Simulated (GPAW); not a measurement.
## 1T-SnSe2 monolayer: work function by functional and basis

Wanted: work functions and dipole of 1T-SnSe2 monolayer, with the cost of each level. Where a layer proves gapped, the work function hangs on where the smearing puts the Fermi level, and the band edges take its place.

Method: GPAW, PAW setups; layer in a repeated cell with vacuum, relaxation of atoms and in-plane cell, in the first sound run; inputs show where later runs differ, in GPAW 26.7.0.

### 1. The structure

The cell holds 3 atoms: 2 Se and 1 Sn. Its edges and angles: a = 3.870 Å, b = 3.870 Å, c = 16.110 Å, α = 90.0°, β = 90.0°, γ = 120.0°. Vacuum lies along c.

As a file:

```cif
data_structure
_symmetry_space_group_name_H-M 'P 1'
_symmetry_Int_Tables_number 1
_cell_length_a 3.8700
_cell_length_b 3.8700
_cell_length_c 16.1105
_cell_angle_alpha 90.000
_cell_angle_beta 90.000
_cell_angle_gamma 120.000
_cell_volume 208.96
loop_
_atom_site_label
_atom_site_type_symbol
_atom_site_fract_x
_atom_site_fract_y
_atom_site_fract_z
_atom_site_occupancy
Se1 Se 0.66667 0.33333 0.43450 1
Sn2 Sn 0.00000 0.00000 0.50000 1
Se3 Se 0.33333 0.66667 0.56550 1
```

### 2. Relaxation

The atoms are relaxed first, since the surface dipole, and with it the work function, follows the positions of the outer layers.

Contents of run.py:

```python
import json
import numpy as np
from ase import Atoms
from ase.filters import FrechetCellFilter
from ase.optimize import BFGS
from gpaw import GPAW, PW

slab = Atoms(
    ['Se', 'Sn', 'Se'],
    positions=[
        [1.93500, 1.11717, 7.00000],
        [0.00000, 0.00000, 8.05524],
        [-0.00000, 2.23435, 9.11049]],
    cell=[[3.87, 0.0, 0.0], [-1.935, 3.35152, 0.0], [0.0, 0.0, 16.1105]],
    pbc=[True, True, True])

slab.calc = GPAW(mode=PW(600), xc='PBE', kpts={'size': (9, 9, 1), 'gamma': True},
                 occupations={'name': 'fermi-dirac', 'width': 0.05}, nbands='200%',
                 convergence={'density': 1e-05}, maxiter=200,
                 symmetry={'tolerance': 1e-3}, txt='slab.txt')
result = {}
# The in-plane cell is free; stress needs a cell that repeats along all three vectors
path = []
opt = BFGS(FrechetCellFilter(slab, mask=[1, 1, 0, 0, 0, 1]), maxstep=0.2)
opt.attach(lambda: path.append((slab.get_potential_energy(), slab.positions.tolist(), slab.get_forces().tolist())))
result['relaxed'] = bool(opt.run(fmax=0.02, steps=45))
result['path'] = path
result['cell'] = slab.cell.tolist()
print('in-plane lattice', slab.cell.cellpar().round(4)[[0, 1, 5]])
energy = slab.get_potential_energy()
fermi = slab.calc.get_fermi_level()
v = slab.calc.get_electrostatic_potential().mean((0, 1)) - fermi
n = slab.calc.get_pseudo_density().mean((0, 1))
L = slab.cell[2, 2]
z = np.arange(len(v)) * L / len(v)
low, high = slab.positions[:, 2].min(), slab.positions[:, 2].max()
below, above = np.interp([low - 4.8, high + 4.8], z, v)
slopes = [np.interp(x, z, np.gradient(v, z)) for x in (low - 4.8, high + 4.8)]
eps = np.array([[slab.calc.get_eigenvalues(k, s) for k in range(len(slab.calc.get_ibz_k_points()))]
                for s in range(slab.calc.get_number_of_spins())]) - fermi
top, bottom = eps[eps < 0].max(), eps[eps > 0].min()
dipole = slab.get_dipole_moment()[2]
print(f'energy {energy:.4f} eV, Fermi level {fermi:.4f} eV, dipole {dipole:.5f} e A')
print(f'potential 4.8 A off the faces, from the Fermi level: lower {below:.4f} eV, upper {above:.4f} eV')
print(f'slope of the potential there: lower {slopes[0]:.5f}, upper {slopes[1]:.5f} eV/A')
print(f'nearest levels on the mesh: {top:.4f} and {bottom:.4f} eV')
print('magnetic moment', round(slab.get_magnetic_moment(), 3))
result.update(energy=energy, fermi=fermi, dipole=dipole, below=below, above=above, slopes=slopes, edges=[top, bottom],
              z=z.tolist(), v=v.tolist(), n=n.tolist(), positions=slab.positions.tolist(),
              forces=slab.get_forces(apply_constraint=False).tolist(), moments=slab.get_magnetic_moments().tolist())
json.dump(result, open('result.json', 'w'))
```

The run is started by

```sh
OMP_NUM_THREADS=1 OPENBLAS_NUM_THREADS=1 python run.py
```

Output:

```text
Step          Energy          fmax
BFGS:    0       -9.233603        5.232678
BFGS:    1      -10.460337        3.593436
BFGS:    2      -11.482818        1.565580
BFGS:    3      -11.646486        0.892767
BFGS:    4      -11.708555        0.894881
BFGS:    5      -11.772821        1.098665
BFGS:    6      -11.872815        1.135544
BFGS:    7      -11.968686        0.846041
BFGS:    8      -12.060502        0.332828
BFGS:    9      -12.073982        0.031521
BFGS:   10      -12.074124        0.001502
in-plane lattice [  3.864   3.864 120.   ]
energy -12.0741 eV, Fermi level -1.5132 eV, dipole -0.00002 e A
potential 4.8 A off the faces, from the Fermi level: lower 5.6125 eV, upper 5.6129 eV
slope of the potential there: lower -0.00021, upper -0.00004 eV/A
nearest levels on the mesh: -0.4379 and 0.4209 eV
magnetic moment 0.0
```

Elapsed: 6.7 min, on 1 thread of Arm Neoverse V2, shared host; peak memory 0.41 GiB.

Numbers from this step:

```
dipole along the normal                    : -2.47e-5 e·Å
levels nearest the Fermi level on the mesh : -0.4379, 0.4209 eV from the Fermi level
```

The electrostatic potential energy of an electron (without an applied field's), less the Fermi level, planar mean by z:

z (Å), electrostatic potential energy of an electron (without an applied field's), less the Fermi level, planar mean (eV) and a bar from the least value:
```
      0.0        5.6 ##############################
      0.5        5.6 ##############################
      1.0        5.6 ##############################
      1.5        5.6 ##############################
      2.0        5.6 ##############################
      2.5        5.6 ##############################
      3.0        5.6 ##############################
      3.5        5.6 ##############################
      4.0        5.6 ##############################
      4.5        5.5 ##############################
      5.0        5.1 #############################
      5.5        3.3 ##########################
      6.0       -3.8 ################
      6.5      -13.6 #
      7.0       -5.1 ##############
      7.5       -6.3 ############
      8.0      -14.1 
      8.5       -8.2 #########
      9.0       -4.1 ###############
      9.5      -12.5 ###
     10.0       -6.7 ###########
     10.5        2.4 #########################
     11.0        4.9 #############################
     11.5        5.4 ##############################
     12.0        5.6 ##############################
     12.5        5.6 ##############################
     13.0        5.6 ##############################
     13.5        5.6 ##############################
     14.0        5.6 ##############################
     14.5        5.6 ##############################
     15.0        5.6 ##############################
     15.5        5.6 ##############################
     16.0        5.6 ##############################
```

The pseudo valence density, planar mean oscillates, so the rows of the table below give means over windows of 1 Å about each position, cut where the curve ends. Its maxima inside the range that stand out by 2 % of the span (Å: e/Å³): 6.0: 0.285, 8.1: 1.13, 10.1: 0.285. Its minima: 6.4: 0.176, 9.7: 0.176.

The pseudo valence density, planar mean by z; means over each step:

```
z (Å)  pseudo valence density, planar mean (e/Å³)
    3                                      1.0e-4
    4                                     0.00194
    5                                      0.0370
    6                                       0.212
    7                                       0.323
    8                                       0.810
    9                                       0.353
   10                                       0.222
   11                                      0.0505
   12                                     0.00274
   13                                      1.4e-4
   14                                      7.6e-6
```

The relaxation lowered the energy of the cell by 2.84 eV (energies extrapolated to zero smearing; the optimiser's log prints free energies). The largest force left on a free atom is 0.0015 eV/Å.

### 3. Plane waves, PBE

The work function is the vacuum plateau of the electrostatic potential less the Fermi level; a dipole layer lets the two faces have plateaus of their own.

This step: GPAW, PAW setups; slab in vacuum (GPAW 26.7.0).

The cell differs from the one that the last finished run ended in (c 16.110 → 17.188 Å).

Edit run.py of step 2 so:

```diff
@@ -3,4 +3,2 @@
 from ase import Atoms
-from ase.filters import FrechetCellFilter
-from ase.optimize import BFGS
 from gpaw import GPAW, PW
@@ -10,21 +8,14 @@
     positions=[
-        [1.93500, 1.11717, 7.00000],
-        [0.00000, 0.00000, 8.05524],
-        [-0.00000, 2.23435, 9.11049]],
-    cell=[[3.87, 0.0, 0.0], [-1.935, 3.35152, 0.0], [0.0, 0.0, 16.1105]],
-    pbc=[True, True, True])
+        [1.93202, 1.11545, 7.00000],
+        [-0.00000, -0.00000, 8.59374],
+        [-0.00000, 2.23091, 10.18749]],
+    cell=[[3.86405, 0.0, 0.0], [-1.93202, 3.34636, 0.0], [0.0, 0.0, 17.1875]],
+    pbc=[True, True, False])
 
-slab.calc = GPAW(mode=PW(600), xc='PBE', kpts={'size': (9, 9, 1), 'gamma': True},
+slab.calc = GPAW(mode=PW(400), xc='PBE', kpts={'size': (9, 9, 1), 'gamma': True},
                  occupations={'name': 'fermi-dirac', 'width': 0.05}, nbands='200%',
                  convergence={'density': 1e-05}, maxiter=200,
+                 poissonsolver={'dipolelayer': 'xy'},
                  symmetry={'tolerance': 1e-3}, txt='slab.txt')
 result = {}
-# The in-plane cell is free; stress needs a cell that repeats along all three vectors
-path = []
-opt = BFGS(FrechetCellFilter(slab, mask=[1, 1, 0, 0, 0, 1]), maxstep=0.2)
-opt.attach(lambda: path.append((slab.get_potential_energy(), slab.positions.tolist(), slab.get_forces().tolist())))
-result['relaxed'] = bool(opt.run(fmax=0.02, steps=45))
-result['path'] = path
-result['cell'] = slab.cell.tolist()
-print('in-plane lattice', slab.cell.cellpar().round(4)[[0, 1, 5]])
 energy = slab.get_potential_energy()
```

Output:

```text
energy -11.9271 eV, Fermi level -1.7720 eV, dipole 0.00008 e A
potential 4.8 A off the faces, from the Fermi level: lower 5.6145 eV, upper 5.6165 eV
slope of the potential there: lower -0.00018, upper 0.00018 eV/A
nearest levels on the mesh: -0.4364 and 0.4194 eV
magnetic moment 0.0
```

Elapsed: 18 s, on 1 thread; peak memory 0.19 GiB.

This step gave:

| Item | Value |
| --- | --- |
| dipole along the normal | 8.08e-5 e·Å |
| levels nearest the Fermi level on the mesh | -0.4364, 0.4194 eV from the Fermi level |
| upper work function | 5.617 eV |
| lower work function | 5.615 eV |
| upper ionisation energy | 6.053 eV |

Table of electrostatic potential energy of an electron (without an applied field's), less the Fermi level, planar mean by z:

```csv
z (Å),"electrostatic potential energy of an electron (without an applied field's), less the Fermi level, planar mean (eV)"
0,5.62
1,5.61
2,5.61
3,5.61
4,5.61
5,5.50
6,3.51
7,-13.6
8,-5.75
9,-8.91
10,-11.8
11,1.97
12,5.43
13,5.61
14,5.62
15,5.62
16,5.62
17,5.62
```

The pseudo valence density, planar mean oscillates, so the rows of the table below give means over windows of 1 Å about each position, cut where the curve ends. Its maxima inside the range that stand out by 2 % of the span (Å: e/Å³): 6.7: 0.283, 8.6: 1.13, 10.5: 0.283. Its minima: 6.9: 0.193, 10.3: 0.193.

The pseudo valence density, planar mean by z; means over each step:

```
z (Å)  pseudo valence density, planar mean (e/Å³)
    3                                      2.2e-5
    4                                      4.0e-4
    5                                     0.00803
    6                                       0.117
    7                                       0.257
    8                                       0.528
    9                                       0.654
   10                                       0.271
   11                                       0.160
   12                                      0.0140
   13                                      7.0e-4
   14                                      3.7e-5
```

The layer is gapped, so the Fermi level lies somewhere inside the gap, set by smearing and numerics, and these work functions are no property of the material; the band edges below the vacuum level are. The potential is flat to 1.8e-4 eV/Å where it is read, so the vacuum is wide enough.

### 4. Self-consistent run: xc = "LDA"

The same geometry under LDA, to see how far the functional moves the levels against the vacuum.

Edit run.py of step 3 so:

```diff
@@ -14,3 +14,3 @@
 
-slab.calc = GPAW(mode=PW(400), xc='PBE', kpts={'size': (9, 9, 1), 'gamma': True},
+slab.calc = GPAW(mode=PW(400), xc='LDA', kpts={'size': (9, 9, 1), 'gamma': True},
                  occupations={'name': 'fermi-dirac', 'width': 0.05}, nbands='200%',
```

Output:

```text
energy -13.6577 eV, Fermi level -2.0661 eV, dipole 0.00008 e A
potential 4.8 A off the faces, from the Fermi level: lower 5.8897 eV, upper 5.8917 eV
slope of the potential there: lower -0.00017, upper 0.00017 eV/A
nearest levels on the mesh: -0.3695 and 0.3528 eV
magnetic moment 0.0
```

Wall time 19 s (1 thread); peak memory 0.18 GiB.

Numbers from this step:

```
dipole along the normal                    : 8.23e-5 e·Å
levels nearest the Fermi level on the mesh : -0.3695, 0.3528 eV from the Fermi level
upper work function                        : 5.892 eV
lower work function                        : 5.890 eV
upper ionisation energy                    : 6.261 eV
```

The electrostatic potential energy of an electron (without an applied field's), less the Fermi level, planar mean by z:

```
z (Å)  electrostatic potential energy of an electron (without an applied field's), less the Fermi level, planar mean (eV)
  0.0                                                                                                                5.89
  0.5                                                                                                                5.89
  1.0                                                                                                                5.89
  1.5                                                                                                                5.89
  2.0                                                                                                                5.89
  2.5                                                                                                                5.89
  3.0                                                                                                                5.89
  3.5                                                                                                                5.89
  4.0                                                                                                                5.88
  4.5                                                                                                                5.87
  5.0                                                                                                                5.78
  5.5                                                                                                                5.41
  6.0                                                                                                                3.79
  6.5                                                                                                               -2.68
  7.0                                                                                                               -13.3
  7.5                                                                                                               -5.25
  8.0                                                                                                               -5.37
  8.5                                                                                                               -13.6
  9.0                                                                                                               -8.53
  9.5                                                                                                               -3.62
 10.0                                                                                                               -11.5
 10.5                                                                                                               -7.39
 11.0                                                                                                                2.26
 11.5                                                                                                                5.06
 12.0                                                                                                                5.70
 12.5                                                                                                                5.85
 13.0                                                                                                                5.88
 13.5                                                                                                                5.89
 14.0                                                                                                                5.89
 14.5                                                                                                                5.89
 15.0                                                                                                                5.89
 15.5                                                                                                                5.89
 16.0                                                                                                                5.89
 16.5                                                                                                                5.89
 17.0                                                                                                                5.89
```

Pseudo valence density, planar mean against z:

```
z (Å)  pseudo valence density, planar mean (e/Å³)
 0.00                                     -1.4e-6
 0.43                                     -1.4e-6
 0.86                                     -1.4e-6
 1.29                                     -1.3e-6
 1.93                                      2.3e-6
 2.36                                      3.8e-6
 2.79                                      8.9e-6
 3.22                                      2.7e-5
 3.65                                      9.4e-5
 4.08                                      3.4e-4
 4.51                                     0.00122
 4.94                                     0.00442
 5.59                                      0.0300
 6.02                                      0.0999
 6.45                                       0.253
 6.88                                       0.192
 7.30                                       0.324
 7.73                                       0.333
 8.16                                       0.537
 8.81                                       0.899
 9.24                                       0.363
 9.67                                       0.351
10.10                                       0.192
10.53                                       0.284
10.96                                       0.170
11.39                                      0.0556
12.03                                     0.00840
12.46                                     0.00231
12.89                                      6.3e-4
13.32                                      1.7e-4
13.75                                      4.6e-5
14.18                                      1.2e-5
14.61                                      2.1e-6
15.04                                           0
15.68                                      1.8e-6
16.11                                      1.7e-6
16.54                                      1.6e-6
16.97                                      1.6e-6
```

Force by atom:

| atom | x (eV/Å) | y (eV/Å) | z (eV/Å) | size |
| --- | --- | --- | --- | --- |
| Se1 | 0.000 | 0.000 | 0.454 | 0.454 |
| Sn2 | 0.000 | 0.000 | 0.000 | 0.000 |
| Se3 | 0.000 | 0.000 | -0.454 | 0.454 |

The highest filled level lies 0.369 eV under the Fermi level, so the ionisation energy from the upper face is 5.892 + 0.369 = 6.261 eV, against 6.053 eV in the base run.

### 5. Self-consistent run: xc = "RPBE"

The same geometry under RPBE, to see how far the functional moves the levels against the vacuum.

Edit run.py of step 4 so:

```diff
@@ -14,3 +14,3 @@
 
-slab.calc = GPAW(mode=PW(400), xc='LDA', kpts={'size': (9, 9, 1), 'gamma': True},
+slab.calc = GPAW(mode=PW(400), xc='RPBE', kpts={'size': (9, 9, 1), 'gamma': True},
                  occupations={'name': 'fermi-dirac', 'width': 0.05}, nbands='200%',
```

Output:

```text
energy -11.0266 eV, Fermi level -1.6597 eV, dipole 0.00008 e A
potential 4.8 A off the faces, from the Fermi level: lower 5.5067 eV, upper 5.5087 eV
slope of the potential there: lower -0.00019, upper 0.00019 eV/A
nearest levels on the mesh: -0.4729 and 0.4555 eV
magnetic moment 0.0
```

Wall time 18 s (1 thread); peak memory 0.19 GiB.

This step gave:

- dipole along the normal: 8.04e-5 e·Å
- levels nearest the Fermi level on the mesh: -0.4729, 0.4555 eV from the Fermi level
- upper work function: 5.509 eV
- lower work function: 5.507 eV
- upper ionisation energy: 5.982 eV

The highest filled level lies 0.473 eV under the Fermi level, so the ionisation energy from the upper face is 5.509 + 0.473 = 5.982 eV, against 6.053 eV in the base run.

(Part 1 of 2 ends here.)

[Logs are printed without paths, hosts, clocks, repeated set-up lines and the standing remarks that a program may print on its own settings, such as how far it seeks lower states.]

[Hosts, paths, dates, database ids (printed as entryN), source tags and the programs' standing remarks are cut or masked in the printed files.]
